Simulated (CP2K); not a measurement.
Consider chloroacetonitrile at its PBE geometry (Å).

```xyz
6

Cl   -1.3312    1.3798   -0.0378
C    -0.4201   -0.1724    0.0012
C     1.0175    0.0497    0.0020
N     2.1703    0.2103    0.0082
H    -0.7202   -0.7133    0.9064
H    -0.7162   -0.7540   -0.8801
```

Method: CP2K XAS_TDP, all-electron GAPW, PBEh(45%), aug-pc-1, TDA, GW2X-corrected core level, no relativity.

Predict the bright core excitations at the C K edge.

Leading lines: C2 289.13 eV and C3 288.35 eV. The leading line of an atom is its first one with 35 % of the strongest within 2.5 eV of its lowest line over the strength cut. Core ionisation energies at this level: C2 294.87 and C3 293.98 eV.

The first six lines of each atom with a strength over 0.0015:

```
                        atom  energy (eV)  states  strength, one atom  above the computed threshold
C2 (bonded to C, Cl and 2 H)       289.13       1              0.0500                              
                                   291.91       2              0.0170                              
                                   293.33       1              0.0159                              
                                   293.47       1              0.0408                              
                                   293.51       1              0.0194                              
                                   294.06       1              0.0024                              
      C3 (bonded to C and N)       288.35       1              0.0452                              
                                   288.76       1              0.0579                              
                                   291.24       1              0.0049                              
                                   292.55       1              0.0132                              
                                   293.38       1              0.0028                              
                                   293.85       1              0.0038
```

Lines are vertical, at one geometry, with no vibrational structure. GW2X ionisation energies and lines can be off by 1 to 2 eV either way, and a good line position may hide errors that cancel. These values hold no scalar relativity, about 0.1 eV for C 1s. Rydberg lines, and the discretised continuum above threshold, depend on the basis and the box.

[Banner, clock and machine lines of the logs are left out without a mark of their own.]

[Logs are printed without paths, hosts, clocks, repeated set-up lines and the standing remarks that a program may print on its own settings, such as how far it seeks lower states.]

[Hosts, paths, dates, database ids (printed as entryN), source tags and the programs' standing remarks are cut or masked in the printed files.]
